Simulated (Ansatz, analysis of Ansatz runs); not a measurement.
# Li5AuO4 (C2/m), nudged elastic band: V_O hop (2.9 Å) (q = 0), part 2 of 2

Wanted: path and barrier of a jump of O in Li5AuO4 (C2/m) at charge 0. The case: V_O hop (2.9 Å), in a cell of 80 host atoms with 1 O taken out.

Ansatz 0.2.0; plane-wave PAW DFT, PBEsol; nudged elastic band between two relaxed defect structures.

So far, barrier forward (eV): step 4 (nudged elastic band, charge 0, PBEsol) 2.30; step 6 (barrier from single points, PBEsol, denser k-mesh) 2.30; step 8 (barrier from single points, LDA, LDA PBEsol, analysis of Ansatz runs) 2.26; step 10 (barrier from single points, r2SCAN) 2.53.

### 11. Single point at the top of the path, PBEsol

A single point at the top of the band gives the levels near the gap and the populations there.

This step: plane-wave PAW DFT, PBEsol; single point of a defect supercell on a structure of the PBEsol path.

q0.top.probe/input.yaml reads:

```yaml
crystal:
  lattice:
    - [9.40268524, 0.0, -0.02548652]
    - [0.0, 9.40405317, 0.0]
    - [-2.07562506, 0.0, 9.16358709]
  atoms:
    - { symbol: Li, position: [-0.00200753, 0.77915927, 0.25265616] }
    - { symbol: Li, position: [0.2523448, 0.28606742, 0.24743931] }
[... 25 atom lines left out ...]
    - { symbol: Li, position: [0.27321301, 0.72119934, 0.7678239] }
[... 1 atom line left out ...]
    - { symbol: Li, position: [0.24753758, 0.4701205, 0.49422007] }
[... 3 atom lines left out ...]
    - { symbol: O, position: [0.3695998, 0.33592747, 0.60932644] }
[... 1 atom line left out ...]
    - { symbol: O, position: [0.35416973, 0.8775944, 0.90371881] }
[... 7 atom lines left out ...]
    - { symbol: Li, position: [0.48753725, 0.72918186, -0.02474051] }
[... 15 atom lines left out ...]
    - { symbol: Li, position: [0.50002654, 0.89144205, 0.74645641] }
[... 3 atom lines left out ...]
    - { symbol: Li, position: [0.50496584, 0.72314125, 0.52526808] }
[... 2 atom lines left out ...]
    - { symbol: Li, position: [0.72538722, 0.71479277, 0.73948127] }
[... 2 atom lines left out ...]
    - { symbol: Au, position: [0.50489616, 0.50287065, 0.74245444] }
[... 1 atom line left out ...]
    - { symbol: O, position: [0.63614837, 0.86969288, 0.60814067] }
[... 1 atom line left out ...]
    - { symbol: O, position: [0.63583836, 0.33673339, 0.885362] }
[... 3 atom lines left out ...]
    - { symbol: O, position: [0.48498548, 0.71105615, 0.75924454] }
    - { symbol: O, position: [0.88326539, 0.14190207, 0.87804821] }
basis:
  ecutwfc: 420
  xc_grid: 2
hamiltonian:
  xc: pbesol
kpoints:
  mp_grid: { grid: [1, 1, 1], shift: [0.25, 0.25, 0.25] }
scf:
  occupations: { method: fixed }
  max_iter: 150
output:
  forces: true
  eigenvalues: true
  eigenstates: { localisation: true }
  populations: true
  write_density: true
  write_potential: true
  volumetric_format: npy
  elf: true
checkpoint:
  write: "../q0.top.probe.run"
  compress: false
  write_wavefunctions: false
  write_every: 100000
```

Launch:

```console
> ansatz run input.yaml --threads 4 --pin off --max-ram 14131MiB --backend cpu --events-out ev --progress --plain --runs-dir out
```

Run time: 26 s. Hardware: 4 threads of Arm Neoverse V1, shared host; peak memory 1.5 GiB; 99 s of CPU time.

This step gave:

| Item | Value |
| --- | --- |
| free energy | -129603.9931 eV |

States next to the filling edge at the first k-point, on the run's own zero (eigenstates.tsv). The participation number counts the atoms that a state is spread over, of 79; bands count from 0.

```tsv
spin	band	energy (eV)	occupation	participation	largest share on	share
both	223	5.177	2.00	19.6	Au50	0.15
both	224	5.191	2.00	26.6	O74	0.09
both	225	5.224	2.00	20.0	Au31	0.14
both	226	5.761	2.00	5.6	O78	0.30
both	227	5.866	2.00	5.2	Au70	0.34
both	228	6.598	2.00	4.2	Au70	0.41
both	229	7.641	0.00	7.5	Au11	0.31
both	230	7.820	0.00	16.9	Au12	0.15
both	231	7.860	0.00	17.0	Au51	0.15
both	232	7.900	0.00	19.3	Au50	0.14
both	233	7.984	0.00	19.1	Au32	0.13
```

Under PBEsol at one point at (¼, ¼, ¼), the highest filled state is spread over 4 of 79 atoms, and the lowest empty one, 1.04 eV above it, is spread over 7 of 79 atoms.

Löwdin populations of the atoms near the centre, and their excess over far atoms of the same element, which can also hold differences between inequivalent host sites (the log counts sites from 0):

```tsv
atom	distance from the centre (Å)	electrons	excess
O78	0.62	7.074	0.012
Au70	1.36	18.445	0.641
Li64	2.24	2.287	0.002
Li67	2.24	2.308	0.023
Li44	2.28	2.272	-0.013
Li28	2.28	2.293	0.008
Li60	2.29	2.291	0.006
O72	2.92	7.074	0.012
```

Electrostatic potential energy in the bc plane at fractional x = 0.500, through the centre, with atoms of Li and Au and O within 0.45 Å of it. With pseudopotentials it is smooth inside the atoms' cores, unlike the true potential.

Ten even steps from '_' (-40 eV) to '@' (10 eV), each cell a mean:
```
++**@@@@@@%%++--==##@@@@@@@@@@@@@@**--::++%%@@@@%%**
%%@@@@@@@@@@%%####@@@@@@@@@@@@@@@@%%**++##@@@@@@@@@@
@@@@@@@@@@@@@@@@@@@@@@@@@@@@@@@@@@@@@@@@@@@@@@@@@@@@
@@@@@@@@@@@@@@@@@@@@@@%%##**##@@@@@@%%%%@@@@@@%%@@@@
@@@@@@@@%%****%%@@@@%%==..__::**%%++..--##%%**++**%%
@@@@@@%%**::::**@@@@##..______--##::____**##==::==##
@@@@@@@@**----##@@@@##..______--##++::--%%%%==--==%%
@@@@@@@@%%####@@@@@@%%++..__::**@@@@%%@@@@@@%%####%%
@@@@@@@@@@@@@@@@@@@@@@%%##**##@@@@@@@@@@@@@@@@@@@@@@
@@@@@@@@@@@@@@@@@@@@@@@@@@@@@@@@@@%%####%%@@@@@@@@@@
##%%@@@@@@@@##++**%%@@@@@@@@@@@@@@**----**@@@@@@@@%%
--++%%@@@@%%==::--##@@@@@@@@@@@@@@**--::**@@@@@@%%++
::==%%@@@@%%++--==%%@@@@@@@@@@@@@@%%****%%@@@@@@##==
++##@@@@@@@@%%##%%@@@@@@@@@@@@@@@@@@@@@@@@@@@@@@%%**
%%@@@@@@@@@@@@@@@@@@@@@@@@%%@@@@@@@@@@@@@@@@@@@@@@@@
@@@@@@@@@@@@@@@@@@@@@@##++==**%%@@@@@@@@%%@@@@@@@@@@
@@@@@@@@##++**%%@@@@##--____..++%%@@@@##++**%%@@@@@@
@@@@@@%%++::--##@@@@**________--%%@@%%++::--##@@@@@@
@@@@@@%%++--==##@@@@##..______==%%@@%%**--==##@@@@@@
@@@@@@@@%%####@@@@@@%%++::..--##@@@@@@%%##%%@@@@@@@@
@@@@@@@@@@@@@@@@@@@@@@%%%%##%%@@@@@@@@@@@@@@@@@@@@@@
##%%@@@@@@@@@@@@@@@@@@@@@@@@@@@@@@@@@@@@@@@@@@@@@@%%
--++%%@@@@@@##****%%@@@@@@@@@@@@@@@@%%##%%@@@@@@%%++
::==%%@@@@%%++::--##@@@@@@@@@@@@@@##==--**@@@@@@%%==
```
Columns run along b (9.4 Å; values clipped at the 3rd and 97th percentile), rows up along c (9.4 Å). Atoms in or near the plane, at fractional coordinates: Li at (0.79, 0.25), Li at (0.29, 0.00), Li at (0.73, 0.98), Li at (0.21, 0.25), Li at (0.01, 0.02), Au at (0.50, 0.25), Li at (0.89, 0.75), Li at (0.28, 0.50), Li at (0.72, 0.53), Li at (0.22, 0.75), Li at (0.01, 0.48), Au at (0.50, 0.74), O at (0.71, 0.76).

Valence density in the bc plane at fractional x = 0.500, through the centre, with atoms of Li and Au and O within 0.45 Å of it. It is the smooth field of the valence electrons, not physical close to the nuclei.

Ten steps, logarithmic in the rise over the least value, from '0' (0 e/Å³) to '9' (13 e/Å³), each cell a mean:
```
53000147620000000278510013
00011112200000000145200000
00011101111111111111100000
00001111111344422344210000
00001441113578744577423430
00004884113799864688536861
00003773113799864576426750
00001221112578742343212310
00011111112244321111111000
00011101111111110122111100
21011135410000000377311101
75100168720000000378411115
86111157610000000144111126
52111112210000001110111113
00111101111122211111111100
00011111122355432211111000
00002541123688752113541000
00015872124799863115872000
00004762124799853114762000
00001211123577642111210000
00111101122233322111111100
11111101111111111110111101
75111024310000000011111115
86100158720000000267411016
```
Columns run along b (9.4 Å), rows up along c (9.4 Å). Atoms in or near the plane, at fractional coordinates: Li at (0.79, 0.25), Li at (0.29, 0.00), Li at (0.73, 0.98), Li at (0.21, 0.25), Li at (0.01, 0.02), Au at (0.50, 0.25), Li at (0.89, 0.75), Li at (0.28, 0.50), Li at (0.72, 0.53), Li at (0.22, 0.75), Li at (0.01, 0.48), Au at (0.50, 0.74), O at (0.71, 0.76).

ELF in the bc plane at fractional x = 0.500, through the centre, with atoms of Li and Au and O within 0.45 Å of it. It is the smooth field of the valence electrons, not physical close to the nuclei.

Values in units of 1e-1, 13 rows by 16 columns, each cell a mean:
```
2.7 1.0 2.0 0.7 4.8 2.6 0.6 0.8 1.2 0.8 0.8 6.8 4.0 0.7 1.7 1.1
0.5 2.9 3.7 1.1 0.8 2.2 1.7 2.5 3.6 2.4 3.0 4.4 2.9 1.0 1.7 0.9
0.3 0.9 1.0 4.6 1.7 1.4 2.4 5.2 5.7 3.2 6.0 6.7 7.6 1.8 5.1 1.4
0.3 0.4 1.2 7.3 2.8 1.3 2.3 5.9 6.6 3.7 5.6 7.1 7.5 2.1 7.8 2.5
0.5 2.3 2.4 0.6 1.1 2.9 2.0 3.6 4.5 3.5 2.5 4.0 2.5 1.0 1.6 0.9
1.1 1.5 2.4 0.7 2.4 1.5 1.2 1.4 2.5 2.2 1.0 5.8 2.5 1.5 2.7 1.0
8.6 0.8 0.8 1.1 8.7 4.4 0.3 0.4 0.4 0.5 1.0 6.5 3.0 0.7 0.6 4.5
2.3 2.5 4.2 1.1 1.0 1.6 1.5 1.5 1.6 1.7 3.1 1.3 0.7 3.2 2.8 1.1
0.6 3.0 2.7 1.1 1.0 2.8 2.2 4.1 4.7 2.5 2.9 1.8 1.0 1.5 2.0 0.5
0.3 0.4 2.5 8.9 2.2 1.0 3.3 6.3 6.8 4.5 1.4 0.7 8.4 5.3 0.2 0.2
0.4 1.7 1.5 2.8 1.0 2.5 2.4 4.6 5.3 2.9 2.3 1.3 2.0 1.5 1.6 0.5
1.0 2.7 4.3 1.1 0.9 2.7 2.1 2.0 2.3 1.7 3.1 1.5 0.8 3.7 3.4 0.6
8.8 1.0 1.2 0.8 6.5 3.5 0.5 0.4 0.4 0.7 0.7 4.3 2.3 1.0 0.8 4.2
```
Columns run along b (9.4 Å), rows up along c (9.4 Å). Atoms in or near the plane, at fractional coordinates: Li at (0.79, 0.25), Li at (0.29, 0.00), Li at (0.73, 0.98), Li at (0.21, 0.25), Li at (0.01, 0.02), Au at (0.50, 0.25), Li at (0.89, 0.75), Li at (0.28, 0.50), Li at (0.72, 0.53), Li at (0.22, 0.75), Li at (0.01, 0.48), Au at (0.50, 0.74), O at (0.71, 0.76).

The distance between the highest filled and the lowest empty level goes from 1.77 eV at the start to 1.04 eV at the top.

### 12. Outcome

```json
{"barrier forward": "2.30 eV", "barrier backward": "2.29 eV", "end less start": "0.01 eV", "hop length": "2.79 Å", "band iterations, as the log counts them": "8", "barrier from single points, PBEsol, denser k-mesh": "2.30 eV", "barrier from single points, LDA": "2.26 eV", "barrier from single points, r2SCAN": "2.53 eV"}
```

The top of the band lies 2.30 eV above the start and 2.29 eV above the end. With an assumed prefactor of 1e13 per second it gives one hop a second along this one path at about 890 K; whether such hops link up through the crystal wasn't checked. At the top O78 stands 1.71 Å from its nearest Li, 0.17 Å closer than at the start. Across functionals on this path (PBEsol 2.301, LDA 2.258 and r2SCAN 2.527 eV) the forward values spread by 0.269 eV. The order of the top as a saddle was not checked for all atoms, so a bent path could be lower. Keep in mind: one k-point off the zone centre stands for the whole zone; spin–orbit coupling, which can matter with heavy atoms, is left out.

[Logs are printed without paths, hosts, clocks, repeated set-up lines and the standing remarks that a program may print on its own settings, such as how far it seeks lower states.]

[Hosts, paths, dates, database ids (printed as entryN), source tags and the programs' standing remarks are cut or masked in the printed files.]
